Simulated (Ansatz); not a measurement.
# ReS2 monolayer (2H): the cell at rest

Aim: bring ReS2 monolayer (2H) to small forces and stress, as phonons need.

Main program and level: Ansatz 0.2.0; DFT PBEsol, scalar-relativistic, plane waves, PAW; PAW set soft_1.

### Step 1. The structure

The cell holds 3 atoms: 1 Re and 2 S. Its edges and angles: a = 3.170 Å, b = 3.170 Å, c = 20.000 Å, α = 90.0°, β = 90.0°, γ = 120.0°. Vacuum lies along c.

### Step 2. Probe on a coarse mesh

First a cheap look: the gap decides the mesh and the occupations, the pressure tells how far the cell has to move.

The program solves this slab on a cell height of its own, 30.0 Å, in place of the one typed.

input.yaml reads:

```yaml
crystal:
  lattice:
    - [3.17, 0.0, 0.0]
    - [-1.585, 2.7453, 0.0]
    - [0.0, 0.0, 20.0]
  atoms:
    - { symbol: Re, position: [0.333333, 0.666667, 0.5] }
    - { symbol: S, position: [0.666667, 0.333333, 0.5775] }
    - { symbol: S, position: [0.666667, 0.333333, 0.4225] }
  periodic: [true, true, false]
kpoints:
  mp_grid: { grid: [6, 6, 1] }
hamiltonian:
  xc: pbesol
  pseudopotentials: { kind: paw, azcp: { folder: soft_1 }, xc_functional: pbe }
scf:
  occupations: { method: gaussian, width: 0.1 }
output:
  forces: true
  stress: true
  eigenvalues: true
```

Started as:

```sh
$ ansatz run input.yaml --threads 4 --pin off --max-ram 16384MiB --backend cpu --events-out ev --progress --plain --runs-dir out
```

Numbers of over 12 decimals in the logs are rounded to 6 here.

The log of the run:

```text
[...]
--- Band table (eV; the first three rows and the last of 7) ---
  k-point 0: bands = [... 10 lower, -7.9403, -7.9403, -6.3763, -3.3617, -3.3617, -3.0674, -3.0674, -0.8555]
  k-point 1: bands = [... 10 lower, -8.4968, -7.3067, -6.7010, -3.8350, -3.6041, -3.4902, -2.7311, 0.0255]
  k-point 2: bands = [... 10 lower, -7.8235, -7.7322, -7.4876, -3.9739, -3.8696, -2.7531, -1.9306, 0.5376]
  k-point 6: bands = [... 10 lower, -9.2452, -8.3757, -6.3789, -4.8564, -3.0731, -2.5456, -1.1009, 0.4887]
[key lines of the parts left out:]
SCF converged after 9 iterations
Free energy (F): -12509.038467 eV
Fermi energy:    -4.021560 eV
P = ½ c Tr σ = -1.5055 N/m
```

The job ended after 1.6 s (4 threads of Arm Neoverse V1, shared host; peak memory 0.46 GiB).

This run has no spin polarisation although its electron count is odd.

This step gave:

* gap on the k-mesh: 0 eV
* area per atom: 2.901 Å²

The coarse mesh shows no gap.

### Step 3. Bringing the structure to rest

Harmonic phonons are second derivatives at a point where the forces vanish, and they are wanted at zero stress, so atoms and cell are relaxed first.

The program solves this slab on a cell height of its own, 30.0 Å, in place of the one typed.

input.yaml, as its differences from that of step 2:

```diff
@@ -11,3 +11,3 @@
 kpoints:
-  mp_grid: { grid: [6, 6, 1] }
+  mp_grid: { grid: [15, 15, 1] }
 hamiltonian:
@@ -21 +21,10 @@
   eigenvalues: true
+  write_density: true
+  write_potential: true
+  elf: true
+  volumetric_format: npy
+relax:
+  adjacent_minimum: "off"
+  f_tol: 0.005
+  max_steps: 80
+  cell: { stress_2d_tol: 0.02 }
```

The log of the run:

```text
[...]
Crystal: 3 atoms, lattice volume = 261.078 Å³
Basis set: ecut = 420 eV, 5057 PW (Γ), exchange–correlation on 48×48×432 points (8 copies of the dense FFT grid, shifted against one another)
Bands: 18, of which v1, the nominal top of the filled ones, is band 14 counted from 1 (13 counted from 0)
Symmetry: 12 space group operations
[...]
k-points: 27 of 225 (time reversal used)
[...]
SCF iter   1: F=—  HF=-12509.322957 eV  |F-HF|=—  |Δ(HF+E_count)|=         —  Δρ=1.88e-2  dr2=8.68e-1  ethr=3.10e-3  ⟨swp⟩=18.1  Hψ=5666  notcnv=0
[...]
SCF iter   9: F=-12509.047319 eV  HF=-12509.047319 eV  |F-HF|=2.60e-9  |Δ(HF+E_count)|=   1.24e-7  Δρ=3.37e-6  dr2=6.07e-8  ethr=3.70e-10  ⟨swp⟩=21.8  Hψ=6744  notcnv=0
SCF 1 converged in 9 iterations: F = -12509.047319 eV  dr2 = 6.07e-8
[...]
relax step   1: F+E_penalty+E_count = -12509.04731860 eV  Δ(F+E_penalty+E_count) = +0.000e0 eV  max|allowed force component| = 3.060e-1 eV/Å  Δτ_max = 0.0000 Å  P = -1.841 N/m  Ω = 261.078 Å³  fix = [c, alpha, beta]  reactions: c -0.000 N/m  (9 SCF iters, dr2 threshold 1.00e-7 eV, accepted)
Crystal: 3 atoms, lattice volume = 257.217 Å³
Basis set: ecut = 420 eV, 4961 PW (Γ), exchange–correlation on 48×48×432 points (8 copies of the dense FFT grid, shifted against one another)
[...]
iter 1 solved again at ethr=7.68e-6 eV; its pass at ethr=3.10e-3 eV (dr2=2.07e-3 eV) is discarded
[...]
SCF iter   6: F=-12509.056781 eV  HF=-12509.056780 eV  |F-HF|=5.65e-8  |Δ(HF+E_count)|=   3.76e-7  Δρ=4.98e-6  dr2=8.73e-8  ethr=1.11e-9  ⟨swp⟩=25.0  Hψ=6622  notcnv=0
SCF 2 converged in 6 iterations: F = -12509.056781 eV  dr2 = 8.73e-8
relax step   2: F+E_penalty+E_count = -12509.05678053 eV  Δ(F+E_penalty+E_count) = -9.462e-3 eV  max|allowed force component| = 1.193e-1 eV/Å  Δτ_max = 0.0103 Å  P = +0.072 N/m  Ω = 257.217 Å³  energy of the carried Pulay correction = +2.495e-4 eV  fix = [c, alpha, beta]  reactions: c +0.000 N/m  (6 SCF iters, dr2 threshold 3.00e-7 eV, accepted)
Crystal: 3 atoms, lattice volume = 255.843 Å³
[...]
SCF iter   6: F=-12509.059662 eV  HF=-12509.059662 eV  |F-HF|=5.84e-8  |Δ(HF+E_count)|=   4.14e-7  Δρ=3.25e-6  dr2=3.41e-8  ethr=1.11e-9  ⟨swp⟩=23.9  Hψ=6525  notcnv=0
SCF 3 converged in 6 iterations: F = -12509.059662 eV  dr2 = 3.41e-8
relax step   3: F+E_penalty+E_count = -12509.05966207 eV  Δ(F+E_penalty+E_count) = -2.882e-3 eV  max|allowed force component| = 1.210e-1 eV/Å  Δτ_max = 0.0101 Å  P = -0.324 N/m  Ω = 255.843 Å³  energy of the carried Pulay correction = +3.393e-4 eV  fix = [c, alpha, beta]  reactions: c -0.000 N/m  (6 SCF iters, dr2 threshold 3.00e-7 eV, accepted)
[... from here on, the SCF cycles and remarks between the steps are left out ...]
relax step   4: F+E_penalty+E_count = -12509.07148928 eV  Δ(F+E_penalty+E_count) = -1.183e-2 eV  max|allowed force component| = 6.331e-2 eV/Å  Δτ_max = 0.0375 Å  P = -2.010 N/m  Ω = 252.307 Å³  energy of the carried Pulay correction = +5.723e-4 eV  fix = [c, alpha, beta]  reactions: c -0.000 N/m  (6 SCF iters, dr2 threshold 3.00e-7 eV, accepted)
relax step   5: F+E_penalty+E_count = -12508.96582566 eV  Δ(F+E_penalty+E_count) = +1.057e-1 eV  max|allowed force component| = 1.505e0 eV/Å  Δτ_max = 0.1843 Å  P = -0.904 N/m  Ω = 227.681 Å³  energy of the carried Pulay correction = +2.289e-3 eV  fix = [c, alpha, beta]  (6 SCF iters, dr2 threshold 3.00e-7 eV, rejected (line search))
relax step   6: F+E_penalty+E_count = -12509.08715887 eV  Δ(F+E_penalty+E_count) = -1.567e-2 eV  max|allowed force component| = 6.310e-1 eV/Å  Δτ_max = 0.0132 Å  P = +1.725 N/m  Ω = 240.139 Å³  energy of the carried Pulay correction = +1.399e-3 eV  fix = [c, alpha, beta]  reactions: c +0.000 N/m  (11 SCF iters, accepted)
relax step   7: F+E_penalty+E_count = -12509.11789835 eV  Δ(F+E_penalty+E_count) = -3.074e-2 eV  max|allowed force component| = 1.149e-1 eV/Å  Δτ_max = 0.0483 Å  P = -0.233 N/m  Ω = 236.960 Å³  energy of the carried Pulay correction = +1.622e-3 eV  fix = [c, alpha, beta]  reactions: c -0.000 N/m  (6 SCF iters, dr2 threshold 3.00e-7 eV, accepted)
relax step   8: F+E_penalty+E_count = -12509.10228619 eV  Δ(F+E_penalty+E_count) = +1.561e-2 eV  max|allowed force component| = 2.610e-1 eV/Å  Δτ_max = 0.0476 Å  P = +1.878 N/m  Ω = 228.129 Å³  energy of the carried Pulay correction = +2.256e-3 eV  fix = [c, alpha, beta]  (6 SCF iters, dr2 threshold 3.00e-7 eV, rejected (line search))
relax step   9: F+E_penalty+E_count = -12509.12080854 eV  Δ(F+E_penalty+E_count) = -2.910e-3 eV  max|allowed force component| = 1.251e-2 eV/Å  Δτ_max = 0.0143 Å  P = -0.109 N/m  Ω = 234.824 Å³  energy of the carried Pulay correction = +1.774e-3 eV  fix = [c, alpha, beta]  reactions: c -0.000 N/m  (9 SCF iters, accepted)
relax step  10: F+E_penalty+E_count = -12509.12092813 eV  Δ(F+E_penalty+E_count) = -1.196e-4 eV  max|allowed force component| = 9.764e-4 eV/Å  Δτ_max = 0.0024 Å  P = +0.000 N/m  Ω = 234.331 Å³  energy of the carried Pulay correction = +1.809e-3 eV  fix = [c, alpha, beta]  reactions: c +0.000 N/m  (5 SCF iters, dr2 threshold 1.72e-8 eV, accepted)
[...]
SCF iter   7: F=-12509.119520 eV  HF=-12509.119520 eV  |F-HF|=9.09e-12  |Δ(HF+E_count)|=  2.40e-10  Δρ=1.27e-8  dr2=6.06e-13  ethr=1.00e-12  ⟨swp⟩=16.3  Hψ=4118  notcnv=0
SCF 11 converged in 7 iterations: F = -12509.119520 eV  dr2 = 6.06e-13
relax step  11: F+E_penalty+E_count = -12509.11952010 eV  Δ(F+E_penalty+E_count) = +1.408e-3 eV  max|allowed force component| = 6.020e-5 eV/Å  Δτ_max = 0.0000 Å  P = -0.011 N/m  Ω = 234.331 Å³  fix = [c, alpha, beta]  reactions: c -0.000 N/m  stress off target by 1.11e-2 N/m on what of the cell is left free  SCF on the basis re-selected at this cell (its energy is not comparable with the rows above)  (7 SCF iters)
basis re-selected at this cell: Δ(F+E_penalty+E_count) = +1.408e-3 eV, ΔP = -0.011 N/m vs the last step (what re-selecting the basis moved, of the pressure what is left beyond the Pulay correction that the steps carried, after the strain that the cell walked since its last selection, with what the two solves' SCF thresholds leave and, on support functions, any second-order correction that the steps lacked; it is no m [...]
WARN: The input density's exchange-correlation potential varies sharply where the density is thin. Do not read a vacuum level from v_tot or v_xc, or from such a field of the output density. On a cell that repeats whose density bears no net charge and no dipole along the vacuum's axis use v_es (v_loc + v_h of the components); under efield.dipole_correction with no amplitude use v_es + v_field, which holds any external [...]
SCF converged after 7 iterations
Free energy (F): -12509.119520 eV
[...]
Internal energy: -12509.109113 eV  (E = F + TS)
E sigma→0 (E₀):  -12509.114316 eV
Entropy (-TS):   -0.010407 eV (-3.469 meV/atom)
Fermi energy:    -4.368825 eV
[...]
--- Forces (eV/Å), atoms counted from 1 ---
  atom   1  Re     0.00000000     0.00000000    -0.00000000
  atom   2  S      0.00000000    -0.00000000    -0.00006020
  atom   3  S      0.00000000    -0.00000000     0.00006020
  max |Σ_I F_I| component: 4.63e-17 eV/Å
--- 2D stress c σ (N/m, compression-positive) ---
       -0.011099       0.000000      -0.000000
        0.000000      -0.011099      -0.000000
       -0.000000      -0.000000      -0.000000
  P = ½ c Tr σ = -0.0111 N/m
--- Band table (eV; the first three rows and the last of 27) ---
  k-point 0: bands = [... 10 lower, -7.5242, -7.4891, -7.4891, -3.1090, -3.1090, -3.0664, -3.0664, -0.7087]
  k-point 1: bands = [... 10 lower, -7.6190, -7.5143, -7.4396, -3.3844, -3.2711, -3.1651, -2.9934, -0.5563]
  k-point 2: bands = [... 10 lower, -7.9469, -7.5242, -7.4630, -4.0332, -3.5203, -3.4104, -2.7183, -0.2348]
  k-point 26: bands = [... 10 lower, -9.7866, -9.0418, -6.6694, -4.3175, -3.9866, -2.8165, -0.9038, -0.0926]
--- Relaxed structure (10 steps of the walk, 8 accepted, 1 SCFs on fresh bases) ---
  F+E_penalty+E_count = -12509.11952010 eV   max|allowed force component| = 6.020e-5 eV/Å   (the final SCF, on the basis selected at the relaxed cell)
  cell:  # Å, volume = 234.3312 Å³
    - [3.003233, 0.0, 0]
    - [-1.501617, 2.600876, 0]
    - [0, 0, 30.0]
  atoms:
    - { symbol: Re, position: [0.333333, 0.666667, 0.333333] }
    - { symbol: S, position: [0.666667, 0.333333, 0.388845] }
    - { symbol: S, position: [0.666667, 0.333333, 0.277821] }
```

Elapsed: 51 s, on 4 threads; peak memory 0.58 GiB.

Step by step:

| step | energy less that of the first step (eV) | largest force component (eV/Å) | volume (Å³) |
| --- | --- | --- | --- |
| 1 | 0.0000 | 0.3060 | 261.08 |
| 2 | -0.0095 | 0.1193 | 257.22 |
| 3 | -0.0123 | 0.1210 | 255.84 |
| 4 | -0.0242 | 0.0633 | 252.31 |
| 5 | 0.0815 | 1.5054 | 227.68 |
| 6 | -0.0398 | 0.6310 | 240.14 |
| 7 | -0.0706 | 0.1149 | 236.96 |
| 8 | -0.0550 | 0.2610 | 228.13 |
| 9 | -0.0735 | 0.0125 | 234.82 |
| 10 | -0.0736 | 0.0010 | 234.33 |
| 11* | -0.0722 | 0.0001 | 234.33 |

Relaxation steps marked * repeat the geometry before them on a plane-wave basis chosen anew for their cell, so energy and pressure can jump there. Relaxation steps 5, 8 were tried and not accepted.

Forces are held to the 12 operations that the run works with; a distortion that breaks them can't arise in this run.

| cell as run | before | after | change |
| --- | --- | --- | --- |
| a (Å) | 3.170 | 3.003 | -5.3 % |
| b (Å) | 3.170 | 3.003 | -5.3 % |

The atoms that moved most (Å, along periodic axes as changes of fractional coordinates times the final cell, across vacuum about the mean position):

| atom | dx | dy | dz | length |
| --- | --- | --- | --- | --- |
| S2 | 0.000 | 0.000 | 0.115 | 0.115 |
| S3 | 0.000 | 0.000 | -0.115 | 0.115 |

Final coordinates:

```cif
data_structure
_symmetry_space_group_name_H-M 'P 1'
_symmetry_Int_Tables_number 1
_cell_length_a 3.0032
_cell_length_b 3.0032
_cell_length_c 30.0000
_cell_angle_alpha 90.000
_cell_angle_beta 90.000
_cell_angle_gamma 120.000
_cell_volume 234.33
loop_
_atom_site_label
_atom_site_type_symbol
_atom_site_fract_x
_atom_site_fract_y
_atom_site_fract_z
_atom_site_occupancy
Re1 Re 0.33333 0.66667 0.33333 1
S2 S 0.66667 0.33333 0.38885 1
S3 S 0.66667 0.33333 0.27782 1
```

This step gave:

```
area per atom : 2.604 Å²
```

ELF in the ac plane at fractional y = 0.333, with atoms of S within 0.2 Å of it. It is the smooth field of the valence electrons, not physical close to the nuclei.

Ten even steps from '_' (0.00) to '@' (0.84), each cell a mean:
```
________________________________
________________________________
________________________________
________________________________
________________________________
________________________________
________________________________
________________________________
________________________________
________________________________
________________________________
________________________________
________________________________
--..____..::++**%%%%@@@@%%%%##++
%%++::::--##@@@@%%++----==##@@@@
------------==++++++++++++++++==
==--::::--==++****++++++++****++
%%==::..--##@@@@%%**++==++%%@@@@
::..______..--++**########**++==
________________________________
________________________________
________________________________
________________________________
________________________________
```
Columns run along a (3.0 Å), rows up along c (30.0 Å). Atoms in or near the plane, at fractional coordinates: S at (0.67, 0.39), S at (0.67, 0.28).

Electrostatic potential energy in the ac plane at fractional y = 0.333, with atoms of S within 0.2 Å of it. With pseudopotentials it is smooth inside the atoms' cores, unlike the true potential.

Ten even steps from '0' (-36 eV) to '9' (0 eV), each cell a mean:
```
9999999999999999
9999999999999999
9999999999999999
9999999999999999
9999999999999999
9999999999999999
9999999999999999
9999999999999999
9999999999999999
9999999999999999
9999999999999999
9999999999999999
9999999999999999
9999999998888899
7899886200000015
6544456666556666
6655566654444566
7899886311000125
9999999999999999
9999999999999999
9999999999999999
9999999999999999
9999999999999999
9999999999999999
```
Columns run along a (3.0 Å; values clipped at the 3rd and 97th percentile), rows up along c (30.0 Å). Atoms in or near the plane, at fractional coordinates: S at (0.67, 0.39), S at (0.67, 0.28).

Valence density in the ac plane at fractional y = 0.333, with atoms of S within 0.2 Å of it. It is the smooth field of the valence electrons, not physical close to the nuclei.

Ten even steps from '_' (0.0 e/Å³) to '@' (1.0 e/Å³), each cell a mean:
```
________________________________
________________________________
________________________________
________________________________
________________________________
________________________________
________________________________
________________________________
________________________________
________________________________
________________________________
________________________________
________________________________
______________....::::::::....__
==::....::--++%%@@@@##**%%@@@@**
++**####**++++++++++++++++++====
==++++++++++++++************++++
--::......::==##@@%%##**%%@@%%++
__________________........______
________________________________
________________________________
________________________________
________________________________
________________________________
```
Columns run along a (3.0 Å), rows up along c (30.0 Å). Atoms in or near the plane, at fractional coordinates: S at (0.67, 0.39), S at (0.67, 0.28).

(Part 1 of 2 ends here.)

[Logs are printed without paths, hosts, clocks, repeated set-up lines and the standing remarks that a program may print on its own settings, such as how far it seeks lower states.]

[Hosts, paths, dates, database ids (printed as entryN), source tags and the programs' standing remarks are cut or masked in the printed files.]
